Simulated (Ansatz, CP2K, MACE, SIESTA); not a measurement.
## Atom list for Aqueous NH4+ and F-, 4.6 mol of salt per kg of water at 300 K (84 atoms)

The starting structure: 24 H2O, 2 NH4+, 2 F- placed at random, at 1.08 g/cm³; overlaps pushed apart, then 10 ps at 420 K with Joung-Cheatham ions (J. Phys. Chem. B 112, 9020 (2008)); MMFF94 bonds, angles, torsions, charges and radii (Halgren, J. Comput. Chem. 17, 490 (1996)) in harmonic and 12-6 forms; SPC/E water (Berendsen, Grigera and Straatsma, J. Phys. Chem. 91, 6269 (1987)). Snapshot after 20 ps at 300 K and fixed volume. Then every atom was moved at random, 0.03 Å r.m.s. a Cartesian component (hydrogen 0.6 of that).

Calculated values (Ansatz 0.2.0, Kohn-Sham DFT, PBE, PAW, plane waves; cutoff 420 eV, Γ point, fermi-dirac smearing of 0.05 eV; density 1.08 g/cm³) for the built cell with every atom moved at random.

Cell vectors (Å):

```
9.206 0.000 0.000
0.000 9.206 0.000
0.000 0.000 9.206
```

Positions (Å):

```
1 N 1.071 7.567 8.377
2 H 0.723 6.683 7.949
3 H 2.147 7.403 8.220
4 H 0.683 8.298 7.829
5 H 0.916 7.628 0.166
6 N 7.300 5.413 4.422
7 H 6.587 6.174 4.403
8 H 6.798 4.619 4.913
9 H 7.527 5.141 3.476
10 H 8.158 5.689 4.950
11 O 2.135 4.469 1.171
12 H 2.756 3.786 1.345
13 H 1.504 4.205 0.450
14 O 2.893 6.307 6.184
15 H 3.599 6.629 5.547
16 H 3.077 6.609 7.089
17 O 1.125 2.444 3.813
18 H 0.173 2.846 4.096
19 H 1.095 1.494 3.917
20 O 4.428 2.588 1.068
21 H 4.547 1.681 0.698
22 H 4.764 3.252 0.475
23 O 0.281 5.823 2.867
24 H 0.255 6.770 2.591
25 H 1.071 5.344 2.493
26 O 5.290 1.355 3.594
27 H 4.507 1.085 4.175
28 H 4.855 1.829 2.727
29 O 7.197 4.909 1.456
30 H 7.817 4.138 1.486
31 H 6.390 4.661 0.960
32 O 5.910 3.917 6.245
33 H 6.297 2.982 6.358
34 H 5.008 3.892 5.942
35 O 4.883 6.872 4.414
36 H 4.361 6.747 3.536
37 H 5.259 7.772 4.441
38 O 7.613 2.736 3.381
39 H 8.170 2.059 2.920
40 H 6.667 2.334 3.498
41 O 3.012 8.826 3.574
42 H 2.066 8.820 3.830
43 H 3.204 8.108 2.870
44 O 3.492 6.686 1.774
45 H 3.726 7.001 0.885
46 H 3.112 5.738 1.740
47 O 5.131 4.779 8.823
48 H 4.647 5.635 8.824
49 H 5.342 4.513 7.857
50 O 7.047 1.382 6.720
51 H 7.972 1.040 7.029
52 H 6.637 0.617 6.199
53 O 6.936 8.609 4.557
54 H 7.914 8.818 4.356
55 H 6.356 9.178 4.024
56 O 6.713 7.579 0.672
57 H 6.814 6.646 0.971
58 H 5.960 7.658 0.028
59 O 2.625 1.989 7.650
60 H 2.852 2.674 6.932
61 H 3.415 1.493 7.954
62 O 0.148 7.028 5.578
63 H 1.154 6.696 5.699
64 H 0.148 7.869 5.114
65 O 4.793 0.536 8.435
66 H 4.331 8.854 8.319
67 H 5.610 0.606 7.972
68 O 9.167 8.150 1.733
69 H 0.117 8.666 2.605
70 H 8.206 8.192 1.523
71 O 0.428 0.628 6.728
72 H 0.192 0.394 5.771
73 H 1.169 1.206 6.805
74 O 3.146 3.351 5.483
75 H 2.526 2.920 4.800
76 H 3.101 4.387 5.337
77 O 9.154 2.387 0.572
78 H 0.567 1.775 0.007
79 H 0.419 2.576 1.421
80 O 9.134 5.104 8.331
81 H 0.113 4.239 7.813
82 H 8.214 5.071 8.684
83 F 0.340 9.191 4.166
84 F 3.883 7.218 8.335
```

**Question.** What force acts on each atom?

Columns: atom, fx, fy, fz (forces in eV/Å).

```
1 3.075 -2.597 -0.862
2 -0.765 0.017 0.734
3 -1.474 1.217 0.579
4 -0.308 1.774 -0.933
5 -0.664 0.168 0.987
6 -0.902 -0.493 1.244
7 0.350 -0.041 0.009
8 0.537 0.627 -0.127
9 0.395 -0.046 -0.759
10 -0.188 0.432 -0.371
11 -1.483 1.229 -0.314
12 1.085 -1.913 -0.156
13 0.589 0.192 0.570
14 -0.790 -0.787 -1.614
15 -0.157 0.170 0.659
16 1.141 0.134 0.073
17 -1.707 2.989 0.402
18 2.595 -1.492 -0.708
19 -0.673 -1.166 0.230
20 -0.760 -1.633 2.116
21 0.054 0.560 -0.561
22 0.534 0.960 -1.112
23 0.851 -1.263 0.314
24 0.293 -0.488 -0.532
25 -0.881 0.879 0.055
26 -2.040 1.053 -1.453
27 0.824 0.446 -1.188
28 0.952 -1.205 2.062
29 0.356 -0.073 -0.123
30 -0.731 0.542 -0.019
31 -0.011 -0.398 -0.231
32 1.627 -0.502 0.956
33 -0.655 0.659 -0.113
34 -1.130 -0.840 -0.560
35 -1.153 -0.949 -1.198
36 1.188 0.600 1.246
37 -0.157 -0.275 -0.231
38 -0.528 -0.903 -0.210
39 -0.962 0.345 0.287
40 1.627 0.283 0.002
41 0.553 -0.420 -0.781
42 0.163 -0.407 -0.318
43 -0.960 1.055 1.049
44 -0.153 -0.905 1.535
45 -0.037 -0.256 -0.610
46 0.198 1.683 -0.779
47 0.373 -0.557 -0.929
48 -0.002 -0.138 -0.508
49 -0.101 0.572 1.171
50 -0.113 -1.379 0.333
51 -1.112 0.667 -0.764
52 1.086 0.933 0.264
53 1.052 -0.231 0.497
54 -1.489 0.047 -0.044
55 0.353 0.778 -0.597
56 -0.454 0.233 -0.380
57 -0.134 0.119 -0.320
58 0.787 -0.331 0.812
59 -0.976 0.676 -0.367
60 0.178 -0.883 0.669
61 0.317 0.257 -0.361
62 2.028 -2.313 1.594
63 -2.234 1.153 -0.606
64 0.656 0.240 -0.586
65 -2.325 -0.521 1.284
66 0.858 0.208 -0.122
67 1.592 0.039 -1.026
68 0.296 1.179 1.111
69 -0.321 -0.534 -1.221
70 0.040 0.021 -0.125
71 -2.598 -1.702 -0.442
72 1.000 0.643 0.930
73 1.889 1.181 0.074
74 -0.125 2.187 -1.052
75 0.194 0.779 0.449
76 -0.423 -2.313 0.565
77 1.342 -1.150 -0.804
78 -1.226 1.529 1.586
79 0.129 -0.413 -0.650
80 0.447 -1.862 -1.193
81 -0.825 1.793 1.213
82 0.480 -0.243 -0.073
83 -0.265 0.089 -0.207
84 -0.096 0.288 0.581
```

The network of contacts between molecules at the start is that of the classical potential that made the cell, and needn't be the one that DFT or experiment would give. The functional has no dispersion term, which matters for the binding between molecules or layers. Only the Γ point is sampled, in a cell whose shortest periodic width is 9 Å.

The r.m.s. force component is 0.978 eV/Å; the longest force, 4.12 eV/Å, acts on N1.

[Logs are printed without paths, hosts, clocks, repeated set-up lines and the standing remarks that a program may print on its own settings, such as how far it seeks lower states.]

[Hosts, paths, dates, database ids (printed as entryN), source tags and the programs' standing remarks are cut or masked in the printed files.]

[The MMFF94 radii named for the starting cell were scaled by 0.96; in molecules described by MMFF94, hydrogen bound to N, O or S took a small fixed 12-6 site in their place.]
